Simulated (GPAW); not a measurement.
# A 7-layer slab of Sr(111) in an electric field

Wanted: the out-of-plane polarisability of a 7-layer slab of Sr(111).

Program: GPAW 26.7.0. Level of theory: GPAW, PAW setups; slab in vacuum, relaxation, in the first sound run; inputs show where later runs differ. Results are calculated unless marked as measured.

## 1. The structure

The cell holds 7 atoms: 7 Sr. Its edges and angles: a = 4.299 Å, b = 4.299 Å, c = 35.062 Å, α = 90.0°, β = 90.0°, γ = 60.0°. Vacuum lies along c.

## 2. Relaxing the atoms

Forces are removed first; all later runs use this geometry. The lowest 3 atoms are held at bulk positions and keep their forces.

Contents of run.py:

```python
import json
import numpy as np
from ase import Atoms
from ase.constraints import FixAtoms
from ase.optimize import BFGS
from gpaw import GPAW, PW

slab = Atoms(
    ['Sr', 'Sr', 'Sr', 'Sr', 'Sr', 'Sr', 'Sr'],
    positions=[
        [0.00000, 0.00000, 7.00000],
        [2.14960, 1.24107, 10.51029],
        [4.29921, 2.48215, 14.02058],
        [0.00000, 0.00000, 17.53087],
        [2.14960, 1.24107, 21.04116],
        [4.29921, 2.48215, 24.55145],
        [0.00000, 0.00000, 28.06174]],
    cell=[[4.29921, 0.0, 0.0], [2.1496, 3.72322, 0.0], [0.0, 0.0, 35.06174]],
    pbc=[True, True, False])

slab.calc = GPAW(mode=PW(400), xc='PBE', kpts={'size': (9, 9, 1), 'gamma': True},
                 occupations={'name': 'fermi-dirac', 'width': 0.1}, nbands='160%',
                 convergence={'density': 1e-05}, maxiter=200,
                 poissonsolver={'dipolelayer': 'xy'},
                 symmetry={'tolerance': 1e-3, 'extra_ids': [1, 1, 1, 0, 0, 0, 0]}, txt='slab.txt')
result = {}
slab.set_constraint(FixAtoms([0, 1, 2]))
path = []
opt = BFGS(slab, maxstep=0.2)
opt.attach(lambda: path.append((slab.get_potential_energy(), slab.positions.tolist(), slab.get_forces().tolist())))
result['relaxed'] = bool(opt.run(fmax=0.03, steps=40))
result['path'] = path
energy = slab.get_potential_energy()
fermi = slab.calc.get_fermi_level()
v = slab.calc.get_electrostatic_potential().mean((0, 1)) - fermi
n = slab.calc.get_pseudo_density().mean((0, 1))
L = slab.cell[2, 2]
z = np.arange(len(v)) * L / len(v)
low, high = slab.positions[:, 2].min(), slab.positions[:, 2].max()
below, above = np.interp([low - 4.8, high + 4.8], z, v)
slopes = [np.interp(x, z, np.gradient(v, z)) for x in (low - 4.8, high + 4.8)]
eps = np.array([[slab.calc.get_eigenvalues(k, s) for k in range(len(slab.calc.get_ibz_k_points()))]
                for s in range(slab.calc.get_number_of_spins())]) - fermi
top, bottom = eps[eps < 0].max(), eps[eps > 0].min()
dipole = slab.get_dipole_moment()[2]
print(f'energy {energy:.4f} eV, Fermi level {fermi:.4f} eV, dipole {dipole:.5f} e A')
print(f'potential 4.8 A off the faces, from the Fermi level: lower {below:.4f} eV, upper {above:.4f} eV')
print(f'slope of the potential there: lower {slopes[0]:.5f}, upper {slopes[1]:.5f} eV/A')
print(f'nearest levels on the mesh: {top:.4f} and {bottom:.4f} eV')
print('magnetic moment', round(slab.get_magnetic_moment(), 3))
result.update(energy=energy, fermi=fermi, dipole=dipole, below=below, above=above, slopes=slopes, edges=[top, bottom],
              z=z.tolist(), v=v.tolist(), n=n.tolist(), positions=slab.positions.tolist(),
              forces=slab.get_forces(apply_constraint=False).tolist(), moments=slab.get_magnetic_moments().tolist())
json.dump(result, open('result.json', 'w'))
```

Launch:

```
OMP_NUM_THREADS=1 OPENBLAS_NUM_THREADS=1 python run.py
```

Log:

```text
Step          Energy          fmax
BFGS:    0      -11.124283        0.070096
BFGS:    1      -11.124391        0.068694
BFGS:    2      -11.126767        0.019862
energy -10.9647 eV, Fermi level 1.6718 eV, dipole 0.00144 e A
potential 4.8 A off the faces, from the Fermi level: lower 2.7081 eV, upper 2.6918 eV
slope of the potential there: lower -0.00915, upper 0.00909 eV/A
nearest levels on the mesh: -0.0243 and 0.0346 eV
magnetic moment 0.0
```

The job ended after 5.4 min (1 thread of AMD EPYC 7R13 (Zen 3), shared host; peak memory 0.4 GiB).

The steps of the relaxation:

```csv
step,energy less that of the first step (eV),largest force (eV/Å)
1,0.0000,0.0701
2,-0.0001,0.0687
3,-0.0028,0.0199
```

The atoms that moved most (Å):

```csv
atom,dx,dy,dz,length
Sr7,0.000,0.000,-0.042,0.042
Sr6,0.000,0.000,0.031,0.031
```

Final coordinates:

```
Sr
1.0
     4.29921    0.00000    0.00000
     2.14960    3.72322    0.00000
     0.00000    0.00000   35.06174
Sr
7
Direct
  0.00000 0.00000 0.19965
  0.33333 0.33333 0.29977
  0.66667 0.66667 0.39988
  0.00000 0.00000 0.50000
  0.33333 0.33333 0.60016
  0.66667 0.66667 0.70112
  0.00000 0.00000 0.79915
```

This step gave:

| Quantity | Value |
| --- | --- |
| dipole along the normal | 0.001435 e·Å |
| levels nearest the Fermi level on the mesh | -0.02433, 0.03460 eV from the Fermi level |
| upper work function | 2.692 eV |
| lower work function | 2.708 eV |

Electrostatic potential energy of an electron (without an applied field's), less the Fermi level, planar mean against z:

```csv
z (Å),"electrostatic potential energy of an electron (without an applied field's), less the Fermi level, planar mean (eV)"
0,2.70
1,2.71
2,2.71
3,2.69
4,2.58
5,1.91
6,-1.24
7,-12.8
8,-0.736
9,1.45
10,-6.28
11,-6.65
12,1.40
13,-0.507
14,-12.7
15,-0.797
16,1.49
17,-5.95
18,-7.00
19,1.37
20,-0.363
21,-12.7
22,-0.967
23,1.57
24,-5.23
25,-7.83
26,1.20
27,-0.574
28,-12.8
29,-1.36
30,1.88
31,2.55
32,2.67
33,2.69
34,2.70
```

The pseudo valence density, planar mean oscillates, so the rows of the table below give means over windows of 3.46 Å about each position, cut where the curve ends. Its maxima inside the range that stand out by 2 % of the span (Å: e/Å³): 6.9: 0.477, 10.6: 0.469, 14.1: 0.478, 17.5: 0.481, 21.0: 0.478, 24.7: 0.470, 27.9: 0.470. Its minima: 8.7: 0.0412, 12.3: 0.0412, 15.8: 0.0412, 19.3: 0.0412, 22.7: 0.0404, 26.4: 0.0433.

The pseudo valence density, planar mean by z; means over each step:

z (Å), pseudo valence density, planar mean (e/Å³) and a bar:
```
     1.73      0.000 
     5.19      0.079 #############
     8.65      0.175 #############################
    12.11      0.174 #############################
    15.57      0.175 #############################
    19.03      0.175 #############################
    22.49      0.172 ############################
    25.95      0.183 ##############################
    29.41      0.131 ######################
    32.87      0.000
```

The relaxation lowered the energy of the cell by 0.00282 eV (energies extrapolated to zero smearing; the optimiser's log prints free energies). The largest force left on a free atom is 0.020 eV/Å.

## 3. Plane waves, PBE

The work function is the vacuum plateau of the electrostatic potential less the Fermi level; a dipole layer lets the two faces have plateaus of their own.

This step: GPAW, PAW setups; slab in vacuum (GPAW 26.7.0).

run.py, as its differences from that of step 2:

```diff
@@ -3,4 +3,2 @@
 from ase import Atoms
-from ase.constraints import FixAtoms
-from ase.optimize import BFGS
 from gpaw import GPAW, PW
@@ -13,6 +11,6 @@
         [4.29921, 2.48215, 14.02058],
-        [0.00000, 0.00000, 17.53087],
-        [2.14960, 1.24107, 21.04116],
-        [4.29921, 2.48215, 24.55145],
-        [0.00000, 0.00000, 28.06174]],
+        [-0.00000, -0.00000, 17.53093],
+        [2.14960, 1.24107, 21.04264],
+        [4.29921, 2.48215, 24.58245],
+        [-0.00000, -0.00000, 28.01959]],
     cell=[[4.29921, 0.0, 0.0], [2.1496, 3.72322, 0.0], [0.0, 0.0, 35.06174]],
@@ -24,10 +22,4 @@
                  poissonsolver={'dipolelayer': 'xy'},
-                 symmetry={'tolerance': 1e-3, 'extra_ids': [1, 1, 1, 0, 0, 0, 0]}, txt='slab.txt')
+                 symmetry={'tolerance': 1e-3}, txt='slab.txt')
 result = {}
-slab.set_constraint(FixAtoms([0, 1, 2]))
-path = []
-opt = BFGS(slab, maxstep=0.2)
-opt.attach(lambda: path.append((slab.get_potential_energy(), slab.positions.tolist(), slab.get_forces().tolist())))
-result['relaxed'] = bool(opt.run(fmax=0.03, steps=40))
-result['path'] = path
 energy = slab.get_potential_energy()
```

Log:

```text
energy -10.9647 eV, Fermi level 1.6718 eV, dipole 0.00145 e A
potential 4.8 A off the faces, from the Fermi level: lower 2.7080 eV, upper 2.6918 eV
slope of the potential there: lower -0.00914, upper 0.00909 eV/A
nearest levels on the mesh: -0.0243 and 0.0346 eV
magnetic moment 0.0
```

Run time: 3.1 min. Hardware: 1 thread; peak memory 0.39 GiB.

This step gave:

```
dipole along the normal                    : 0.001447 e·Å
levels nearest the Fermi level on the mesh : -0.02433, 0.03459 eV from the Fermi level
```

The electrostatic potential energy of an electron (without an applied field's), less the Fermi level, planar mean by z:

(Unchanged from step 2.)

Table of pseudo valence density, planar mean by z:

z (Å), pseudo valence density, planar mean (e/Å³) and a bar:
```
        1      0.000 
        2      0.000 
        3      0.000 
        4      0.002 
        5      0.011 #
        6      0.076 #####
        7      0.470 ##############################
        8      0.081 #####
        9      0.043 ###
       10      0.258 ################
       11      0.268 #################
       12      0.043 ###
       13      0.078 #####
       14      0.467 #############################
       15      0.088 ######
       16      0.043 ###
       17      0.249 ################
       18      0.279 ##################
       19      0.044 ###
       20      0.077 #####
       21      0.477 ##############################
       22      0.093 ######
       23      0.041 ###
       24      0.221 ##############
       25      0.309 ###################
       26      0.046 ###
       27      0.081 #####
       28      0.469 ##############################
       29      0.077 #####
       30      0.012 #
       31      0.003 
       32      0.000 
       33      0.000 
       34      0.000
```

Force by atom:

```csv
atom,x (eV/Å),y (eV/Å),z (eV/Å),size
Sr1,0.0000,0.0000,0.0700,0.0700
Sr2,0.0000,0.0000,-0.0519,0.0519
Sr3,0.0000,0.0000,-0.0014,0.0014
Sr4,0.0000,0.0000,0.0023,0.0023
Sr5,0.0000,0.0000,0.0196,0.0196
Sr6,0.0000,0.0000,-0.0181,0.0181
Sr7,0.0000,0.0000,-0.0200,0.0200
```

The potential is flat to 0.009 eV/Å where it is read, so the vacuum is wide enough.

## 4. Field on

A uniform field along the normal polarises the slab; the atoms stay fixed, so this is the electronic response alone.

run.py, as its differences from that of step 3:

```diff
@@ -4,2 +4,3 @@
 from gpaw import GPAW, PW
+from gpaw.external import ConstantElectricField
 
@@ -22,2 +23,3 @@
                  poissonsolver={'dipolelayer': 'xy'},
+                 external=ConstantElectricField(-0.2, [0, 0, 1]),
                  symmetry={'tolerance': 1e-3}, txt='slab.txt')
```

Log:

```text
energy -11.0114 eV, Fermi level 1.6671 eV, dipole -0.46978 e A
potential 4.8 A off the faces, from the Fermi level: lower 0.0654 eV, upper 5.3706 eV
slope of the potential there: lower -0.00577, upper 0.01547 eV/A
nearest levels on the mesh: -0.0242 and 0.0351 eV
magnetic moment 0.0
```

The job ended after 8.9 min (1 thread; peak memory 0.74 GiB).

This step gave:

```yaml
dipole_along_the_normal: -0.4698 e·Å
levels_nearest_the_fermi_level_on_the_mesh: -0.02419, 0.03510 eV from the Fermi level
potential_below_the_slab_the_applied_field_s_own_ramp_left_out: 0.06544 eV from the Fermi level
potential_above_the_slab_the_applied_field_s_own_ramp_left_out: 5.371 eV from the Fermi level
```

The electrostatic potential energy of an electron (without an applied field's), less the Fermi level, planar mean oscillates, so the rows of the table below give means over windows of 3.52 Å about each position, cut where the curve ends. Its maxima inside the range that stand out by 2 % of the span (Å: eV): 8.8: -0.0855, 12.2: 0.601, 15.8: 1.34, 19.3: 2.03, 22.8: 2.77, 26.3: 3.31, 34.6: 5.38. Its minima: 7.0: -14.9, 10.5: -14.1, 14.1: -13.4, 17.5: -12.8, 21.0: -12.0, 24.6: -11.3, 28.0: -10.8.

Electrostatic potential energy of an electron (without an applied field's), less the Fermi level, planar mean against z; means over each step:

z (Å), electrostatic potential energy of an electron (without an applied field's), less the Fermi level, planar mean (eV) and a bar from the least value:
```
     1.76        0.2 ###############
     5.28       -3.4 #####
     8.80       -5.2 
    12.32       -4.5 ##
    15.84       -3.8 ####
    19.36       -3.1 ######
    22.88       -2.3 ########
    26.40       -2.0 #########
    29.92        2.3 ######################
    33.44        5.3 ##############################
```

Force by atom:

```csv
atom,x (eV/Å),y (eV/Å),z (eV/Å),size
Sr1,0.0000,0.0000,0.0725,0.0725
Sr2,0.0000,0.0000,-0.0552,0.0552
Sr3,0.0000,0.0000,-0.0029,0.0029
Sr4,0.0000,0.0000,0.0013,0.0013
Sr5,0.0000,0.0000,0.0185,0.0185
Sr6,0.0000,0.0000,-0.0212,0.0212
Sr7,0.0000,0.0000,-0.0131,0.0131
```

The dipole is now -0.470 e Å, against 0.0014 in the run without a field.

## 5. Field on

run.py, as its differences from that of step 4:

```diff
@@ -23,3 +23,3 @@
                  poissonsolver={'dipolelayer': 'xy'},
-                 external=ConstantElectricField(-0.2, [0, 0, 1]),
+                 external=ConstantElectricField(-0.1, [0, 0, 1]),
                  symmetry={'tolerance': 1e-3}, txt='slab.txt')
```

Log:

```text
energy -10.9763 eV, Fermi level 1.6709 eV, dipole -0.23401 e A
potential 4.8 A off the faces, from the Fermi level: lower 1.3819 eV, upper 4.0247 eV
slope of the potential there: lower -0.00719, upper 0.01176 eV/A
nearest levels on the mesh: -0.0243 and 0.0347 eV
magnetic moment 0.0
```

It took 7 min on 1 thread; peak memory 0.74 GiB.

This step gave:

| Property | Result |
| --- | --- |
| dipole along the normal | -0.2340 e·Å |
| levels nearest the Fermi level on the mesh | -0.02432, 0.03470 eV from the Fermi level |
| potential below the slab, the applied field's own ramp left out | 1.382 eV from the Fermi level |
| potential above the slab, the applied field's own ramp left out | 4.025 eV from the Fermi level |

The electrostatic potential energy of an electron (without an applied field's), less the Fermi level, planar mean oscillates, so the rows of the table below give means over windows of 3.52 Å about each position, cut where the curve ends. Its maxima inside the range that stand out by 2 % of the span (Å: eV): 8.8: 0.793, 12.2: 1.13, 15.8: 1.51, 19.3: 1.86, 22.8: 2.24, 26.3: 2.43, 34.6: 4.03. Its minima: 7.0: -13.9, 10.5: -13.4, 14.1: -13.0, 17.5: -12.8, 21.0: -12.3, 24.6: -12.0, 28.0: -11.8.

Table of electrostatic potential energy of an electron (without an applied field's), less the Fermi level, planar mean by z; means over each step:

z (Å), electrostatic potential energy of an electron (without an applied field's), less the Fermi level, planar mean (eV) and a bar from the least value:
```
     1.76        1.4 #####################
     5.28       -2.1 ########
     8.80       -4.3 
    12.32       -4.0 #
    15.84       -3.6 ###
    19.36       -3.3 ####
    22.88       -2.8 ######
    26.40       -2.9 #####
    29.92        1.1 ####################
    33.44        4.0 ##############################
```

Force by atom:

```csv
atom,x (eV/Å),y (eV/Å),z (eV/Å),size
Sr1,0.0000,0.0000,0.0719,0.0719
Sr2,0.0000,0.0000,-0.0538,0.0538
Sr3,0.0000,0.0000,-0.0024,0.0024
Sr4,0.0000,0.0000,0.0018,0.0018
Sr5,0.0000,0.0000,0.0191,0.0191
Sr6,0.0000,0.0000,-0.0196,0.0196
Sr7,0.0000,0.0000,-0.0169,0.0169
```

The dipole is now -0.234 e Å, against 0.0014 in the run without a field.

## 6. Field on

run.py, as its differences from that of step 5:

```diff
@@ -23,3 +23,3 @@
                  poissonsolver={'dipolelayer': 'xy'},
-                 external=ConstantElectricField(-0.1, [0, 0, 1]),
+                 external=ConstantElectricField(-0.05, [0, 0, 1]),
                  symmetry={'tolerance': 1e-3}, txt='slab.txt')
```

Log:

```text
energy -10.9676 eV, Fermi level 1.6717 eV, dipole -0.11626 e A
potential 4.8 A off the faces, from the Fermi level: lower 2.0437 eV, upper 3.3568 eV
slope of the potential there: lower -0.00809, upper 0.01032 eV/A
nearest levels on the mesh: -0.0243 and 0.0346 eV
magnetic moment 0.0
```

Elapsed: 7.8 min, on 1 thread; peak memory 0.74 GiB.

The electrostatic potential energy of an electron (without an applied field's), less the Fermi level, planar mean oscillates, so the rows of the table below give means over windows of 3.46 Å about each position, cut where the curve ends. Its maxima inside the range that stand out by 2 % of the span (Å: eV): 8.8: 1.23, 12.2: 1.40, 15.8: 1.60, 19.3: 1.77, 22.8: 1.97, 26.3: 1.99, 34.6: 3.36. Its minima: 7.0: -13.3, 10.5: -13.1, 14.1: -12.9, 17.5: -12.8, 21.0: -12.5, 24.6: -12.4, 28.0: -12.3.

Electrostatic potential energy of an electron (without an applied field's), less the Fermi level, planar mean against z; means over each step:

```csv
z (Å),"electrostatic potential energy of an electron (without an applied field's), less the Fermi level, planar mean (eV)"
1.73,2.08
5.19,-1.06
8.65,-3.76
12.11,-3.59
15.57,-3.39
19.03,-3.25
22.49,-2.99
25.95,-3.16
29.41,-1.59
32.87,3.34
```

## 7. In a field

run.py, as its differences from that of step 6:

```diff
@@ -23,3 +23,3 @@
                  poissonsolver={'dipolelayer': 'xy'},
-                 external=ConstantElectricField(-0.05, [0, 0, 1]),
+                 external=ConstantElectricField(0.05, [0, 0, 1]),
                  symmetry={'tolerance': 1e-3}, txt='slab.txt')
```

Log:

```text
energy -10.9677 eV, Fermi level 1.6711 eV, dipole 0.11918 e A
potential 4.8 A off the faces, from the Fermi level: lower 3.3755 eV, upper 2.0295 eV
slope of the potential there: lower -0.01038, upper 0.00804 eV/A
nearest levels on the mesh: -0.0243 and 0.0346 eV
magnetic moment 0.0
```

It took 7.7 min on 1 thread; peak memory 0.74 GiB.

## 8. In a field

run.py, as its differences from that of step 7:

```diff
@@ -23,3 +23,3 @@
                  poissonsolver={'dipolelayer': 'xy'},
-                 external=ConstantElectricField(0.05, [0, 0, 1]),
+                 external=ConstantElectricField(0.1, [0, 0, 1]),
                  symmetry={'tolerance': 1e-3}, txt='slab.txt')
```

Log:

```text
energy -10.9766 eV, Fermi level 1.6698 eV, dipole 0.23690 e A
potential 4.8 A off the faces, from the Fermi level: lower 4.0456 eV, upper 1.3701 eV
slope of the potential there: lower -0.01182, upper 0.00715 eV/A
nearest levels on the mesh: -0.0243 and 0.0348 eV
magnetic moment 0.0
```

The job ended after 8.2 min (1 thread; peak memory 0.75 GiB).

The dipole is now 0.237 e Å, against 0.0014 in the run without a field.

(Continued in part 2 of 2.)

[Logs are printed without paths, hosts, clocks, repeated set-up lines and the standing remarks that a program may print on its own settings, such as how far it seeks lower states.]

[Hosts, paths, dates, database ids (printed as entryN), source tags and the programs' standing remarks are cut or masked in the printed files.]
